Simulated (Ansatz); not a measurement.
# Work function of Fe(110): what the settings cost and change, part 2 of 2

How far do cutoff, k-mesh and smearing move the work function of Fe(110)?

Ansatz 0.2.0; plane-wave DFT, PBE, Ansatz PAW.

So far, work function, upper face (eV): step 2 (run, setting cutoff 200 eV) 5.54; step 3 (slab) 4.75; step 4 (run) 4.74.

## (5) Slab

input.yaml reads:

```yaml
crystal:
  lattice:
    - [2.029396462, -1.435, 0.0]
    - [2.029396462, 1.435, 0.0]
    - [0.0, 0.0, 30.176378772]
  atoms:
    - { symbol: Fe, position: [0.0, 0.0, 0.2982465215], spin: 2.5 }
    - { symbol: Fe, position: [0.5, 0.5, 0.365497681], spin: 2.5 }
    - { symbol: Fe, position: [0.0, 0.0, 0.4327488405], spin: 2.5 }
    - { symbol: Fe, position: [0.5, 0.5, 0.5], spin: 2.5 }
    - { symbol: Fe, position: [0.0, 0.0, 0.5672511595], spin: 2.5 }
    - { symbol: Fe, position: [0.5, 0.5, 0.634502319], spin: 2.5 }
    - { symbol: Fe, position: [0.0, 0.0, 0.7017534785], spin: 2.5 }
magnetization:
  spin_polarized: true
kpoints:
  mp_grid: { grid: [17, 17, 1] }
hamiltonian:
  xc: pbe
scf:
  occupations: { method: fermi_dirac, width: 0.1 }
  convergence: { dr2_threshold: 1.0e-09 }
efield:
  axis: 3
  dipole_correction: true
  ramp_position: 0.97
  ramp_width: 0.06
basis:
  ecutwfc: "600 eV"
output:
  write_potential: true
  write_density: true
  volumetric_format: npy
```

The run is started by

```console
$ ansatz run input.yaml --threads 4 --pin off --max-ram 6144MiB --backend cpu --events-out ev --progress --plain --runs-dir out
```

The program printed:

```text
[...]
Crystal: 7 atoms, lattice volume = 175.758 Å³
Basis set: ecut = 600 eV, 5789 PW (Γ)
Bands: 78, of which v1, the nominal top of the filled ones, is band 56 counted from 1 (55 counted from 0)
Symmetry: 4 space group operations
k-points: 81 of 289
[...]
k-point 1 ↑: bands = [... 52 lower, 4.6260, 4.6369, 4.6496, 4.6763, 4.7386, 4.7573, 4.8093, 4.8105, ... 18 higher]
  k-point 2 ↑: bands = [... 52 lower, 4.5297, 4.5577, 4.6247, 4.6296, 4.6475, 4.7329, 4.7469, 4.7937, ... 18 higher]
  k-point 80 ↓: bands = [... 52 lower, 7.4255, 7.6864, 7.7620, 8.0824, 8.1419, 8.1853, 8.2523, 8.3070, ... 18 higher]
[key lines of the parts left out:]
SCF converged after 18 iterations
Magnetization: 16.7379 μB (64.3690 up, 47.6310 down)
Free energy (F): -31361.676123 eV
Fermi energy:    5.908108 eV
Dipole field:    D = -0.000002 V/Å  (p = -0.000002 e·Å, saw-weighted, corrected)
Work function:   Φ+ = 4.7375 eV   Φ− = 4.7375 eV
```

Run time: 8.5 min. Hardware: 4 threads of Arm Neoverse N1, shared host; peak memory 3.5 GiB.

The work function is 4.738 eV, -0.000 eV from the run “cutoff 420 eV”, at 1.7 times its CPU time.

## (6) Run

Edit input.yaml of step 5 so:

```diff
@@ -16,3 +16,3 @@
 kpoints:
-  mp_grid: { grid: [17, 17, 1] }
+  mp_grid: { grid: [3, 3, 1] }
 hamiltonian:
@@ -27,4 +27,2 @@
   ramp_width: 0.06
-basis:
-  ecutwfc: "600 eV"
 output:
```

The program printed:

```text
[...]
Crystal: 7 atoms, lattice volume = 175.758 Å³
Basis set: ecut = 420 eV, 3403 PW (Γ)
Bands: 78, of which v1, the nominal top of the filled ones, is band 56 counted from 1 (55 counted from 0)
Symmetry: 4 space group operations
k-points: 4 of 9
[...]
k-point 1 ↑: bands = [... 52 lower, 4.6888, 4.6970, 4.7133, 4.7547, 4.7692, 4.8650, 4.9490, 5.0054, ... 18 higher]
  k-point 2 ↑: bands = [... 52 lower, 4.6291, 4.6989, 4.6996, 4.7123, 4.7786, 4.9706, 5.1274, 5.1550, ... 18 higher]
  k-point 3 ↓: bands = [... 52 lower, 7.5723, 7.6805, 7.7701, 7.7842, 7.9422, 7.9498, 7.9749, 8.0019, ... 18 higher]
[key lines of the parts left out:]
SCF converged after 18 iterations
Magnetization: 19.2944 μB (65.6472 up, 46.3528 down)
Free energy (F): -31361.619914 eV
Fermi energy:    5.827078 eV
Dipole field:    D = -0.000008 V/Å  (p = -0.000008 e·Å, saw-weighted, corrected)
Work function:   Φ+ = 4.7966 eV   Φ− = 4.7963 eV
```

Elapsed: 26 s, on 4 threads; peak memory 0.6 GiB; 52 s of CPU time.

The work function is 4.797 eV, +0.059 eV from the run “cutoff 420 eV”, at 0.050 times its CPU time.

## (7) Slab

Edit input.yaml of step 6 so:

```diff
@@ -16,3 +16,3 @@
 kpoints:
-  mp_grid: { grid: [3, 3, 1] }
+  mp_grid: { grid: [6, 6, 1] }
 hamiltonian:
```

The program printed:

```text
[...]
Crystal: 7 atoms, lattice volume = 175.758 Å³
Basis set: ecut = 420 eV, 3403 PW (Γ)
Bands: 78, of which v1, the nominal top of the filled ones, is band 56 counted from 1 (55 counted from 0)
Symmetry: 4 space group operations
k-points: 13 of 36
[...]
k-point 1 ↑: bands = [... 52 lower, 4.5120, 4.5458, 4.5999, 4.6024, 4.6466, 4.7079, 4.7086, 4.8007, ... 18 higher]
  k-point 2 ↑: bands = [... 52 lower, 4.7502, 4.7870, 4.7960, 4.8520, 4.8584, 4.9436, 4.9784, 5.0446, ... 18 higher]
  k-point 12 ↓: bands = [... 52 lower, 7.4069, 7.6116, 7.7685, 8.0638, 8.1132, 8.2372, 8.3065, 8.3757, ... 18 higher]
[key lines of the parts left out:]
SCF converged after 17 iterations
Magnetization: 16.6724 μB (64.3362 up, 47.6638 down)
Free energy (F): -31361.738664 eV
Fermi energy:    5.872222 eV
Dipole field:    D = 0.000010 V/Å  (p = 0.000010 e·Å, saw-weighted, corrected)
Work function:   Φ+ = 4.7956 eV   Φ− = 4.7959 eV
```

It took 55 s on 4 threads; peak memory 0.76 GiB; 2.5 min of CPU time.

The work function is 4.796 eV, +0.058 eV from the run “cutoff 420 eV”, at 0.14 times its CPU time.

## (8) Run

Edit input.yaml of step 7 so:

```diff
@@ -16,3 +16,3 @@
 kpoints:
-  mp_grid: { grid: [6, 6, 1] }
+  mp_grid: { grid: [11, 11, 1] }
 hamiltonian:
```

The program printed:

```text
[...]
Crystal: 7 atoms, lattice volume = 175.758 Å³
Basis set: ecut = 420 eV, 3403 PW (Γ)
Bands: 78, of which v1, the nominal top of the filled ones, is band 56 counted from 1 (55 counted from 0)
Symmetry: 4 space group operations
k-points: 36 of 121
[...]
k-point 1 ↑: bands = [... 52 lower, 4.5688, 4.5788, 4.6339, 4.6444, 4.6508, 4.7418, 4.7702, 4.8052, ... 18 higher]
  k-point 2 ↑: bands = [... 52 lower, 4.5330, 4.5747, 4.6226, 4.6265, 4.6684, 4.7222, 4.7234, 4.8361, ... 18 higher]
  k-point 35 ↓: bands = [... 52 lower, 7.4545, 7.7310, 7.7316, 8.0753, 8.0946, 8.1476, 8.1622, 8.1886, ... 18 higher]
[key lines of the parts left out:]
SCF converged after 18 iterations
Magnetization: 16.8274 μB (64.4137 up, 47.5863 down)
Free energy (F): -31361.650524 eV
Fermi energy:    5.904723 eV
Dipole field:    D = -0.000002 V/Å  (p = -0.000002 e·Å, saw-weighted, corrected)
Work function:   Φ+ = 4.7422 eV   Φ− = 4.7422 eV
```

The job ended after 2.5 min (4 threads; peak memory 1.3 GiB; 7.8 min of CPU time).

The work function is 4.742 eV, +0.005 eV from the run “cutoff 420 eV”, at 0.45 times its CPU time.

## (9) Run

Edit input.yaml of step 8 so:

```diff
@@ -16,3 +16,3 @@
 kpoints:
-  mp_grid: { grid: [11, 11, 1] }
+  mp_grid: { grid: [26, 26, 1] }
 hamiltonian:
```

The program printed:

```text
[...]
Crystal: 7 atoms, lattice volume = 175.758 Å³
Basis set: ecut = 420 eV, 3403 PW (Γ)
Bands: 78, of which v1, the nominal top of the filled ones, is band 56 counted from 1 (55 counted from 0)
Symmetry: 4 space group operations
k-points: 183 of 676
[...]
k-point 1 ↑: bands = [... 52 lower, 4.6368, 4.6653, 4.6944, 4.7205, 4.7646, 4.7732, 4.7982, 4.8338, ... 18 higher]
  k-point 2 ↑: bands = [... 52 lower, 4.5808, 4.6145, 4.6401, 4.6591, 4.6844, 4.7498, 4.7848, 4.8151, ... 18 higher]
  k-point 182 ↓: bands = [... 52 lower, 7.4316, 7.6417, 7.7939, 8.1003, 8.1410, 8.2610, 8.3297, 8.3951, ... 18 higher]
[key lines of the parts left out:]
SCF converged after 18 iterations
Magnetization: 16.7257 μB (64.3628 up, 47.6372 down)
Free energy (F): -31361.651804 eV
Fermi energy:    5.910523 eV
Dipole field:    D = -0.000003 V/Å  (p = -0.000003 e·Å, saw-weighted, corrected)
Work function:   Φ+ = 4.7374 eV   Φ− = 4.7374 eV
```

Run time: 11 min. Hardware: 4 threads; peak memory 4.4 GiB; 39 min of CPU time.

The work function is 4.737 eV, -0.000 eV from the run “cutoff 420 eV”, at 2.2 times its CPU time.

## (10) Run

Edit input.yaml of step 9 so:

```diff
@@ -16,3 +16,3 @@
 kpoints:
-  mp_grid: { grid: [26, 26, 1] }
+  mp_grid: { grid: [17, 17, 1] }
 hamiltonian:
@@ -20,3 +20,3 @@
 scf:
-  occupations: { method: fermi_dirac, width: 0.1 }
+  occupations: { method: gaussian, width: 0.05 }
   convergence: { dr2_threshold: 1.0e-09 }
```

The program printed:

```text
[...]
Crystal: 7 atoms, lattice volume = 175.758 Å³
Basis set: ecut = 420 eV, 3403 PW (Γ)
Bands: 78, of which v1, the nominal top of the filled ones, is band 56 counted from 1 (55 counted from 0)
Symmetry: 4 space group operations
k-points: 81 of 289
[...]
k-point 1 ↑: bands = [... 52 lower, 4.6405, 4.6540, 4.6656, 4.6925, 4.7540, 4.7715, 4.8240, 4.8254, ... 18 higher]
  k-point 2 ↑: bands = [... 52 lower, 4.5485, 4.5740, 4.6414, 4.6415, 4.6618, 4.7506, 4.7628, 4.8091, ... 18 higher]
  k-point 80 ↓: bands = [... 52 lower, 7.4376, 7.7041, 7.7791, 8.0935, 8.1527, 8.1819, 8.2563, 8.3188, ... 18 higher]
[key lines of the parts left out:]
SCF converged after 18 iterations
Magnetization: 16.7070 μB (64.3535 up, 47.6465 down)
Free energy (F): -31361.527921 eV
Fermi energy:    5.894163 eV
Dipole field:    D = -0.000003 V/Å  (p = -0.000003 e·Å, saw-weighted, corrected)
Work function:   Φ+ = 4.7390 eV   Φ− = 4.7389 eV
```

It took 4.8 min on 4 threads; peak memory 2.2 GiB; 17 min of CPU time.

The work function is 4.739 eV, +0.001 eV from the run “cutoff 420 eV”, at 1.00 times its CPU time.

## (11) Run

Edit input.yaml of step 10 so:

```diff
@@ -20,3 +20,3 @@
 scf:
-  occupations: { method: gaussian, width: 0.05 }
+  occupations: { method: methfessel_paxton, width: 0.2 }
   convergence: { dr2_threshold: 1.0e-09 }
```

The program printed:

```text
[...]
Crystal: 7 atoms, lattice volume = 175.758 Å³
Basis set: ecut = 420 eV, 3403 PW (Γ)
Bands: 78, of which v1, the nominal top of the filled ones, is band 56 counted from 1 (55 counted from 0)
Symmetry: 4 space group operations
k-points: 81 of 289
[...]
k-point 1 ↑: bands = [... 52 lower, 4.6402, 4.6488, 4.6656, 4.6919, 4.7506, 4.7727, 4.8248, 4.8281, ... 18 higher]
  k-point 2 ↑: bands = [... 52 lower, 4.5434, 4.5733, 4.6401, 4.6452, 4.6616, 4.7482, 4.7627, 4.8101, ... 18 higher]
  k-point 80 ↓: bands = [... 52 lower, 7.4399, 7.7061, 7.7813, 8.0958, 8.1552, 8.1899, 8.2649, 8.3254, ... 18 higher]
[key lines of the parts left out:]
SCF converged after 29 iterations
Magnetization: 16.7315 μB (64.3657 up, 47.6343 down)
Free energy (F): -31361.525066 eV
Fermi energy:    5.896745 eV
Dipole field:    D = 0.000007 V/Å  (p = 0.000007 e·Å, saw-weighted, corrected)
Work function:   Φ+ = 4.7370 eV   Φ− = 4.7372 eV
```

Run time: 6.8 min. Hardware: 4 threads; peak memory 2.2 GiB.

The work function is 4.737 eV, -0.001 eV from the run “cutoff 420 eV”, at 1.4 times its CPU time.

## (12) Slab

Edit input.yaml of step 11 so:

```diff
@@ -20,3 +20,3 @@
 scf:
-  occupations: { method: methfessel_paxton, width: 0.2 }
+  occupations: { method: fermi_dirac, width: 0.3 }
   convergence: { dr2_threshold: 1.0e-09 }
```

The program printed:

```text
band count auto-derived: 84 (N_el = 112.0; filled up to band 56; 78 by the electrons, moments and atoms)
[...]
Crystal: 7 atoms, lattice volume = 175.758 Å³
Basis set: ecut = 420 eV, 3403 PW (Γ)
Bands: 84, of which v1, the nominal top of the filled ones, is band 56 counted from 1 (55 counted from 0)
[...]
k-point 1 ↑: bands = [... 52 lower, 4.5869, 4.6092, 4.6262, 4.6407, 4.7150, 4.7290, 4.7614, 4.7745, ... 24 higher]
  k-point 2 ↑: bands = [... 52 lower, 4.5068, 4.5152, 4.5838, 4.5907, 4.6147, 4.7006, 4.7078, 4.7558, ... 24 higher]
  k-point 80 ↓: bands = [... 52 lower, 7.2536, 7.5322, 7.6041, 7.9168, 7.9751, 8.0231, 8.0776, 8.1360, ... 24 higher]
[key lines of the parts left out:]
SCF converged after 23 iterations
Magnetization: 15.9914 μB (63.9957 up, 48.0043 down)
Free energy (F): -31362.721634 eV
Fermi energy:    5.955435 eV
Dipole field:    D = -0.000013 V/Å  (p = -0.000013 e·Å, saw-weighted, corrected)
Work function:   Φ+ = 4.7685 eV   Φ− = 4.7681 eV
```

Wall time 7.1 min (4 threads); peak memory 2.4 GiB; 25 min of CPU time.

The work function is 4.768 eV, +0.031 eV from the run “cutoff 420 eV”, at 1.4 times its CPU time.

## (13) Run

Edit input.yaml of step 12 so:

```diff
@@ -20,3 +20,3 @@
 scf:
-  occupations: { method: fermi_dirac, width: 0.3 }
+  occupations: { method: cold, width: 0.1 }
   convergence: { dr2_threshold: 1.0e-09 }
```

The program printed:

```text
[...]
Crystal: 7 atoms, lattice volume = 175.758 Å³
Basis set: ecut = 420 eV, 3403 PW (Γ)
Bands: 78, of which v1, the nominal top of the filled ones, is band 56 counted from 1 (55 counted from 0)
Symmetry: 4 space group operations
k-points: 81 of 289
[...]
k-point 1 ↑: bands = [... 52 lower, 4.6385, 4.6508, 4.6635, 4.6904, 4.7514, 4.7701, 4.8226, 4.8249, ... 18 higher]
  k-point 2 ↑: bands = [... 52 lower, 4.5452, 4.5720, 4.6392, 4.6407, 4.6599, 4.7481, 4.7611, 4.8077, ... 18 higher]
  k-point 80 ↓: bands = [... 52 lower, 7.4367, 7.7043, 7.7790, 8.0923, 8.1516, 8.1818, 8.2552, 8.3189, ... 18 higher]
[key lines of the parts left out:]
SCF converged after 28 iterations
Magnetization: 16.7187 μB (64.3594 up, 47.6406 down)
Free energy (F): -31361.521554 eV
Fermi energy:    5.895795 eV
Dipole field:    D = -0.000001 V/Å  (p = -0.000001 e·Å, saw-weighted, corrected)
Work function:   Φ+ = 4.7389 eV   Φ− = 4.7388 eV
```

It took 6.1 min on 4 threads; peak memory 2.2 GiB; 23 min of CPU time.

The work function is 4.739 eV, +0.001 eV from the run “cutoff 420 eV”, at 1.3 times its CPU time.

## (14) Side by side

Times are for 4 threads of Arm Neoverse N1, shared host. The series side by side:

```csv
no.,setting,"work function, upper face (eV)",time,memory (GiB)
1,cutoff 200 eV,5.539,2.4 min,0.99
2,cutoff 300 eV,4.753,3.7 min,1.5
3,cutoff 420 eV,4.738,5.1 min,2.2
4,cutoff 600 eV,4.738,8.5 min,3.5
5,mesh 3x3,4.797,26 s,0.6
6,mesh 6x6,4.796,55 s,0.76
7,mesh 11x11,4.742,2.5 min,1.3
8,mesh 26x26,4.737,11 min,4.4
9,Gaussian smearing 0.05 eV,4.739,4.8 min,2.2
10,methfessel_paxton smearing 0.2 eV,4.737,6.8 min,2.2
11,fermi_dirac smearing 0.3 eV,4.768,7.1 min,2.4
12,cold smearing 0.1 eV,4.739,6.1 min,2.2
```

## (15) Varying the input

An input spoilt on purpose, to show how the run answers: it repeats the earlier run “cutoff 200 eV” with scf.occupations from method: fermi_dirac, width: 0.1 removed, and scf.max_iter set to 80; its output block differs too.

Edit input.yaml of step 13 so:

```diff
@@ -20,4 +20,4 @@
 scf:
-  occupations: { method: cold, width: 0.1 }
   convergence: { dr2_threshold: 1.0e-09 }
+  max_iter: 80
 efield:
@@ -27,2 +27,4 @@
   ramp_width: 0.06
+basis:
+  ecutwfc: "200 eV"
 output:
```

The program printed:

```text
Error: YAML parse error: `scf.occupations.method` is required: fixed only where the cell keeps a band gap throughout the run, explicit beside scf.occupations.values (under evaluate: without them), else a smearing such as fermi_dirac (scf.occupations.width is optional; its entry in the input reference gives the default)
```

Wall time 0.02 s (4 threads); peak memory 0.07 GiB; 0.02 s of CPU time.

The program refused the input before any cycle.

The program's message: “Error: YAML parse error: `scf.occupations.method` is required: fixed only where the cell keeps a band gap throughout the run, explicit beside scf.occupations.values (under evaluate: without them), els …”

The fault put into the input: no occupation method.

## (16) Outcome

| Quantity | Value |
| --- | --- |
| work function, cutoff 200 eV | 5.539 eV |
| work function, cutoff 420 eV | 4.738 eV |
| work function, cutoff 600 eV | 4.738 eV |
| work function, methfessel_paxton smearing 0.2 eV | 4.737 eV |

The run at the highest cutoff gives 4.74 eV, and the settings tried spread the value from 4.74 to 5.54 eV. Against 600 eV, a cutoff of 200 eV is off by +0.802 eV. Against 600 eV, a cutoff of 420 eV is off by +0.000 eV. Against the finest mesh, 26 points along a, the coarser ones are off by +0.06 (3), +0.06 (6) and +0.00 (11) eV. The smearing schemes and widths spread it over 0.03 eV. The program marks the value as in doubt in “cutoff 200 eV”. The ladder's slabs use the tabulated experimental lattice constant (two decimals; a low-temperature value for the alkali metals). The magnetic order is the one reached from the typed start; other orders were not compared. In 1 run of the series (cutoff 200 eV) the program warns that electrons reach the sawtooth's ramp, which makes dipole and work function less sure.

Calculation against experiment:

```
                                               quantity  measured    cutoff 600 eV
work function (clean (110) face, a compiled value) (eV)      5.12  4.74 (-0.38 eV)
```

Measured values from arxiv:1902.07811 (2019).

Verdict: The work function is off by -0.38 eV: a clear miss. No cell relaxation is part of this session.

[Long decimals in the printed logs are rounded to 6 places.]

[Logs are printed without paths, hosts, clocks, repeated set-up lines and the standing remarks that a program may print on its own settings, such as how far it seeks lower states.]

[Hosts, paths, dates, database ids (printed as entryN), source tags and the programs' standing remarks are cut or masked in the printed files.]

[Maps of the electrostatic potential energy from Ansatz leave out the sawtooth potential of an applied field or a dipole correction, so their vacuum need not be flat; planar profiles and work functions include it.]
